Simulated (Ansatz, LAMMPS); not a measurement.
# Glassy 57SiO2-27Al2O3-16BaO (mol %) (149 atoms) in motion

Aim: follow glassy 57SiO2-27Al2O3-16BaO (mol %) (149 atoms) for a short time with forces from DFT, then look at structure and electrons in the last frame.

Calculated with Ansatz 0.2.0; Kohn-Sham DFT, PBE, PAW (set soft_2), plane waves.

## Step 1: Starting point

The cell holds 149 atoms: 25 Si, 24 Al, 7 Ba and 93 O. Cell: a = 12.979 Å, b = 12.979 Å, c = 12.979 Å, α = 90.0°, β = 90.0°, γ = 90.0°. 149 atoms (25 Si, 24 Al, 7 Ba, 93 O) placed at random at 2.88 g/cm³, melted at 4000 K for 10 ps at fixed volume with the Morse and Coulomb pair potential with partial charges (Pedone, Malavasi, Menziani, Cormack and Segre, J. Phys. Chem. B 110, 11780 (2006)). Quenched from 4000 K to 300 K at 25 K/ps and fixed volume, held 5 ps.

Limits known from the start: The quench rate of 25 K/ps far exceeds what a furnace or splat quench reaches, so expect more defects and frozen-in strain than in a real sample. The starting topology of bonds comes from the classical model. The Brillouin zone is sampled at Γ only, in a cell whose shortest periodic width is 13 Å. No spin–orbit coupling is included, so levels derived from the heavy atoms are approximate.

## Step 2: Dynamics started at 400 K

A Nosé–Hoover thermostat steers the temperature while disturbing the dynamics little. The time step is 1.0 fs.

Input file input.yaml:

```yaml
crystal:
  lattice:
    - [12.9793, 0.0, 0.0]
    - [0.0, 12.9793, 0.0]
    - [0.0, 0.0, 12.9793]
  atoms:
    - { symbol: Si, position: [0.90481, 0.52133, 0.29205] }
    - { symbol: Si, position: [0.44387, 0.33908, 0.58309] }
    - { symbol: Si, position: [0.4783, 0.35847, 0.04027] }
    - { symbol: Si, position: [0.71895, 0.96886, 0.03816] }
    [... 139 atom lines left out ...]
    - { symbol: O, position: [0.35675, 0.16984, 0.75805] }
    - { symbol: O, position: [0.92817, 0.49458, 0.17054] }
    - { symbol: O, position: [0.44479, 0.35948, 0.92207] }
    - { symbol: O, position: [0.07307, 0.49275, 0.63889] }
    - { symbol: O, position: [0.7327, 0.11441, 0.26267] }
    - { symbol: O, position: [0.45251, 0.99388, 0.38486] }
kpoints:
  mp_grid: { grid: [1, 1, 1] }
hamiltonian:
  xc: pbe
scf:
  occupations: { method: gaussian, width: 0.05 }
output:
  forces: true
md:
  timestep: 1.0
  n_steps: 79
  ensemble: nvt_nose_hoover
  temperature: 400
  initial_velocities: maxwell_boltzmann
  seed: 5911
```

Launch:

```sh
> ansatz run input.yaml --threads 4 --pin off --max-ram 8192MiB --backend cpu --events-out ev --progress --plain --runs-dir out
```

Run time: 26 min. Hardware: 4 threads of Arm Neoverse V2, shared host; peak memory 3.6 GiB; 1.7 h of CPU time.

The program notes that it switched symmetry off.

The trajectory, sampled:

```tsv
time (fs)	T (K)	potential (meV/atom)	conserved (meV/atom)
0.0	400	0.0	0.00
5.0	479	-10.2	-0.05
11.0	555	-20.1	-0.07
16.0	540	-18.3	-0.04
21.0	513	-15.3	-0.04
26.0	481	-11.5	-0.04
32.0	445	-7.4	-0.01
37.0	493	-14.1	-0.03
42.0	554	-22.6	-0.07
47.0	542	-21.9	-0.04
53.0	520	-20.1	-0.05
58.0	498	-18.1	-0.05
63.0	479	-16.6	-0.03
68.0	511	-21.5	-0.06
74.0	525	-24.4	-0.07
79.0	473	-18.7	-0.06
```

Mean square displacement from the first frame to the last: Si 0.047 Å², Al 0.042 Å², Ba 0.063 Å², O 0.089 Å².

Table of mean square displacement by time lag:

```tsv
time lag (fs)	Al (Å²)	Ba (Å²)	O (Å²)	Si (Å²)
1.0	4.1e-5	1.2e-5	7.9e-5	4.7e-5
4.0	6.5e-4	1.9e-4	0.00125	7.4e-4
5.0	0.00101	2.9e-4	0.00194	0.00114
9.0	0.00316	9.5e-4	0.00598	0.00348
12.0	0.00540	0.00168	0.0101	0.00577
15.0	0.00803	0.00263	0.0148	0.00827
17.0	0.00991	0.00338	0.0180	0.00996
20.0	0.0128	0.00468	0.0230	0.0124
23.0	0.0157	0.00618	0.0280	0.0148
25.0	0.0176	0.00729	0.0311	0.0162
28.0	0.0202	0.00913	0.0357	0.0183
31.0	0.0226	0.0112	0.0401	0.0204
35.0	0.0254	0.0142	0.0456	0.0230
36.0	0.0260	0.0150	0.0469	0.0237
40.0	0.0281	0.0184	0.0521	0.0264
```

Over the second half of 79 fs the temperature averages 516 K with swings of 23 K r.m.s. The conserved energy stays within 0.08 meV/atom. From first frame to last O has the largest mean square displacement, 0.089 Å² at the end; the farthest move is 0.65 Å. The mean temperature of 516 K lies well off the 400 K of the input, so the thermostat hasn't yet brought the run to equilibrium. The count of bonds goes from 241 in the first frame to 242 in the last, by one set of cutoffs: 2 pairs passed out of them and 3 came within. The run spans 0.08 ps, too short for its means to be equilibrium values.

## Step 3: Structure statistics late in the run

The g(r) is a mean over the second half; what follows it is taken at the last frame.

Density 2.88 g/cm³, 14.67 Å³ an atom.

Mean of 15 frames. Pair distribution functions g(r), in bins of 0.2 Å:

```tsv
r (Å)	total	O-O	O-Si	O-Al	O-Ba	Si-Si	Si-Al
1.50	0.52	0.00	2.50	0.00	0.00	0.00	0.00
1.70	3.58	0.00	11.17	6.17	0.00	0.00	0.00
1.90	0.99	0.00	0.14	4.79	0.00	0.00	0.00
2.10	0.13	0.00	0.00	0.65	0.00	0.00	0.00
2.30	0.04	0.00	0.00	0.14	0.21	0.00	0.00
2.50	0.51	1.06	0.00	0.08	1.35	0.00	0.00
2.70	1.74	3.96	0.00	0.12	2.35	0.00	0.22
2.90	1.07	2.12	0.03	0.26	1.41	0.72	0.69
3.10	1.02	1.09	0.23	0.39	0.90	5.83	2.62
3.30	0.94	0.74	0.64	0.62	0.75	1.47	3.05
3.50	0.87	0.55	0.99	1.27	0.67	0.00	0.67
3.70	1.02	0.70	1.36	1.43	1.03	0.00	0.25
3.90	1.11	0.69	1.75	1.35	1.39	0.54	0.56
4.10	1.11	0.71	1.85	1.42	0.82	0.64	0.65
4.30	1.06	0.72	1.56	1.53	0.83	0.64	0.54
4.50	1.09	0.80	1.15	1.69	0.70	1.94	0.78
4.70	0.99	1.04	0.93	0.94	0.94	0.82	1.31
4.90	0.97	1.24	0.68	0.71	0.92	1.40	0.98
5.10	1.17	1.50	0.65	0.79	1.50	1.77	1.29
5.30	1.04	1.39	0.55	0.78	1.27	0.87	1.32
5.50	1.00	1.31	0.71	0.77	0.74	1.44	0.80
5.70	0.86	0.93	0.88	0.72	0.84	0.75	0.90
5.90	0.92	0.76	1.04	1.02	0.88	0.84	1.36
6.10	0.96	0.76	1.16	1.12	1.02	0.91	1.05
6.30	0.95	0.73	1.45	1.00	0.84	0.80	0.72
```

Bonds by pair of elements; cutoffs follow the first minimum of g(r), held within bounds set by covalent radii, and pairs that aren't listed don't count as bonded:

```tsv
pair A-B	cutoff (Å)	bonds	mean length (Å)	spread (Å)	shortest (Å)	B about A	A about B
O-Si	2.16	100	1.65	0.049	1.56	1.07	4
O-Al	2.43	101	1.83	0.128	1.62	1.09	4.21
O-Ba	3.43	41	2.86	0.29	2.36	0.441	5.86
```

How many atoms have how many bonded neighbours:

```tsv
element	mean	2	3	4	5	6	7
Al	4.21	0	0	20	3	1	0
Ba	5.86	0	0	1	2	1	3
O	2.60	41	48	4	0	0	0
Si	4	0	0	25	0	0	0
```

Bond angles (no mean is given where the spread exceeds 20°):

```tsv
angle	count	mean (°)	spread (°)
O-Al-O	165	108	17.3
O-Si-O	150	109	6.2
O-Ba-O	104	-	-
Al-O-Si	52	135	17.7
Al-O-Al	49	121	19.7
```

Oxygen atoms by the number of network formers (Si, P, Ge, B, Al, As, Ga) bound to them:

```tsv
network formers bound to O	O atoms	per cent
0	0	0
1	5	5.4
2	69	74.2
3	18	19.4
4	1	1.1
```

Network units: each former by its oxygen neighbours and how many of them bridge to another former:

```tsv
former	O neighbours	bridging O	atoms
Si	4	3	5
Si	4	4	20
Al	4	4	20
Al	5	5	3
Al	6	6	1
```

Bond length by coordination (bonds to H left out):

```tsv
element	coordination	atoms	mean bond length (Å)
Al	4	20	1.80
Al	5	3	1.94
Al	6	1	1.95
Ba	4	1	2.68
Ba	5	2	2.81
Ba	6	1	2.77
Ba	7	3	2.94
O	2	41	1.68
O	3	48	2.05
O	4	4	2.21
```

Rings of the network by King's shortest-path rule, up to 12 atoms, one path for each pair of neighbours; H, halogens, alkali and alkaline-earth atoms are left out, and the last column divides by all other atoms, bonded or not:

```tsv
ring size (atoms)	rings	per network atom
4	6	0.042
6	17	0.12
8	30	0.211
10	36	0.254
12	31	0.218
```

First main peaks of g(r), for some of the pairs, lie near 2.7 Å (O-O), 1.6 Å (O-Si), 1.8 Å (O-Al), 2.8 Å (O-Ba), 3.1 Å (Si-Si) and 3.2 Å (Si-Al). With the cutoffs above, 83 % of Al atoms have 4, 43 % of Ba atoms have 7, 52 % of O atoms have 3 and all Si atoms have 4 bonded neighbours. The O-Al-O angle averages 108° with a spread of 17°. 74 % of the oxygens bridge two formers (Si and Al) and 5 % are non-bridging; 19 % join three; 1 % join four. The commonest Si unit has 4 oxygens, 4 of them shared with other formers (20 of 25 atoms). Rings of 10 atoms are the most common (30 % of those counted); sizes run from 4 to 12, where the search stops.

## Step 4: Single point at the last frame

The last frame is solved again with fuller output, to read the electronic structure of a thermally displaced geometry.

Input file input.yaml:

```yaml
crystal:
  lattice:
    - [12.9793, 0.0, 0.0]
    - [0.0, 12.9793, 0.0]
    - [0.0, 0.0, 12.9793]
  atoms:
    - { symbol: Si, position: [0.92292, 0.53141, 0.28716] }
    - { symbol: Si, position: [0.44067, 0.35567, 0.57532] }
    - { symbol: Si, position: [0.47215, 0.3713, 0.02388] }
    - { symbol: Si, position: [0.70686, 0.96303, 0.02573] }
    [... 139 atom lines left out ...]
    - { symbol: O, position: [0.34807, 0.16144, 0.74644] }
    - { symbol: O, position: [0.9168, 0.48697, 0.1659] }
    - { symbol: O, position: [0.42156, 0.37158, 0.91207] }
    - { symbol: O, position: [0.07343, 0.49394, 0.6408] }
    - { symbol: O, position: [0.72751, 0.11751, 0.25521] }
    - { symbol: O, position: [0.43121, 0.96397, 0.40397] }
kpoints:
  mp_grid: { grid: [1, 1, 1] }
hamiltonian:
  xc: pbe
scf:
  occupations: { method: gaussian, width: 0.05 }
output:
  forces: true
  stress: true
  populations: true
  dos:
    method: { smearing: { sigma: 0.1 } }
    de: 0.1
    projected: { site_lists: { Al: [Al], Ba: [Ba], O: [O], Si: [Si] } }
  eigenvalues: true
  write_density: true
  write_potential: true
  volumetric_format: npy
  elf: true
```

Run time: 68 s. Hardware: 4 threads; peak memory 3.3 GiB; 4.4 min of CPU time.

The program notes that the exchange-correlation potential is rough where the density is thin.

The run gave:

```
free energy                                      : -123393.3947 eV
free energy per atom                             : -828.1436 eV/atom
SCF cycles                                       : 10
pressure                                         : -1.95 GPa
r.m.s. force component                           : 0.9398 eV/Å
longest force                                    : 4.841 eV/Å
Fermi energy                                     : 5.539 eV
gap (highest filled to lowest empty level) : 2.813 eV
spilling of the projection                       : 0.01191
```

Neighbours are counted within 2.16 Å (O-Si), 2.43 Å (O-Al), 3.43 Å (O-Ba), the cutoffs taken from the dynamics.

Length of the force by element and coordination:

```tsv
element	coordination	atoms	mean length of the force (eV/Å)	spread	least	most
Al	all	24	1.55	0.723	0.290	3.17
Al	4	20	1.63	0.735	0.290	3.17
Al	5	3	1.08	0.555	0.346	1.69
Al	6	1	1.38	0	1.38	1.38
Ba	all	7	1.01	0.336	0.397	1.37
Ba	4	1	1.07	0	1.07	1.07
Ba	5	2	0.518	0.121	0.397	0.638
Ba	6	1	1.10	0	1.10	1.10
Ba	7	3	1.28	0.130	1.09	1.37
O	all	93	1.30	0.618	0.390	3.70
O	2	41	1.32	0.662	0.390	3.70
O	3	48	1.31	0.570	0.535	2.56
O	4	4	1.07	0.653	0.556	2.17
Si	all	25	2.00	0.957	0.841	4.84
```

Löwdin charges by element and coordination (they lack the spilled electrons, 0.064 e an atom on average):

```tsv
element	coordination	atoms	mean charge (e)	spread	least	most
Al	all	24	1.32	0.0407	1.23	1.40
Al	4	20	1.32	0.0432	1.23	1.40
Al	5	3	1.31	0.0213	1.28	1.33
Al	6	1	1.30	0	1.30	1.30
Ba	all	7	1.91	0.0245	1.86	1.94
Ba	4	1	1.92	0	1.92	1.92
Ba	5	2	1.92	0.0203	1.90	1.94
Ba	6	1	1.93	0	1.93	1.93
Ba	7	3	1.90	0.0305	1.86	1.93
O	all	93	-0.842	0.0659	-1.05	-0.745
O	2	41	-0.815	0.0481	-1.01	-0.754
O	3	48	-0.864	0.0702	-1.05	-0.745
O	4	4	-0.867	0.0636	-0.956	-0.799
Si	all	25	1.71	0.0437	1.60	1.78
```

States in the cell by windows of 1 eV, zero at the Fermi level; the larger projections on atomic orbitals stand beside the total:

```tsv
from (eV)	to (eV)	total	O p	Si p	Al p
-10	-9	18.3	12.9	1.4	0.3
-9	-8	36.2	26.9	3.7	0.9
-8	-7	50.0	38.4	5.2	2.0
-7	-6	58.1	46.5	4.0	3.6
-6	-5	87.9	75.0	3.6	4.1
-5	-4	105.3	95.8	2.2	2.7
-4	-3	108.4	101.7	1.3	1.7
-3	-2	65.7	62.4	0.5	0.9
-2	-1	5.4	5.1	0.1	0.1
-1	1	0.0	0.0	0.0	0.0
1	2	2.6	0.1	0.0	0.1
2	3	11.5	1.0	0.5	1.5
3	4	37.5	2.9	2.7	5.4
4	5	51.3	4.4	5.8	8.1
```

Between -26 and -10 eV lie 251 more states.

The levels nearest the highest filled one (over half full), pooled over k-points and spins:

```tsv
level less the highest filled one (eV)	occupation
-0.766	2
-0.677	2
-0.630	2
-0.584	2
-0.462	2
0	2
2.81	0
3.46	0
3.77	0
3.93	0
4.25	0
4.34	0
```

Mean Löwdin charges: Al +1.32, Ba +1.91, O -0.84, Si +1.71 e (they miss 1.2 % of the electrons, so they add up to more than the cell's charge).

## Step 5: What came out

| Quantity | Value |
| --- | --- |
| mean temperature, second half | 515.9 K |
| temperature swing, second half | 23.41 K |
| slope of the conserved energy against time, by least squares | -0.2532 meV/atom/ps |
| free energy per atom | -828.1436 eV/atom |
| pressure | -1.95 GPa |
| r.m.s. force component | 0.9398 eV/Å |
| gap (highest filled to lowest empty level) | 2.813 eV |
| wall time of the 2 DFT runs | 27 min |

In words: Over the second half of 79 fs the temperature averages 516 K with swings of 23 K r.m.s. The conserved energy stays within 0.08 meV/atom. The mean temperature of 516 K lies well off the 400 K of the input, so the thermostat hasn't yet brought the run to equilibrium. The count of bonds goes from 241 in the first frame to 242 in the last, by one set of cutoffs: 2 pairs passed out of them and 3 came within. The run spans 0.08 ps, too short for its means to be equilibrium values. With the cutoffs above, 83 % of Al atoms have 4, 43 % of Ba atoms have 7, 52 % of O atoms have 3 and all Si atoms have 4 bonded neighbours. 74 % of the oxygens bridge two formers (Si and Al) and 5 % are non-bridging; 19 % join three; 1 % join four.

Between filled and empty levels lie 2.81 eV (at Γ alone); a semilocal functional tends to put such gaps too low. In a disordered cell it changes from sample to sample, and tail or defect levels can set it.

Caveats: The starting topology of bonds comes from the classical model; in DFT 2 of its 241 bonded pairs passed out of the cutoffs and 3 came within them. The pressure of -2.0 GPa is that of one thermal frame at a volume set beforehand, without the kinetic term.

[Logs are printed without paths, hosts, clocks, repeated set-up lines and the standing remarks that a program may print on its own settings, such as how far it seeks lower states.]

[Hosts, paths, dates, database ids (printed as entryN), source tags and the programs' standing remarks are cut or masked in the printed files.]
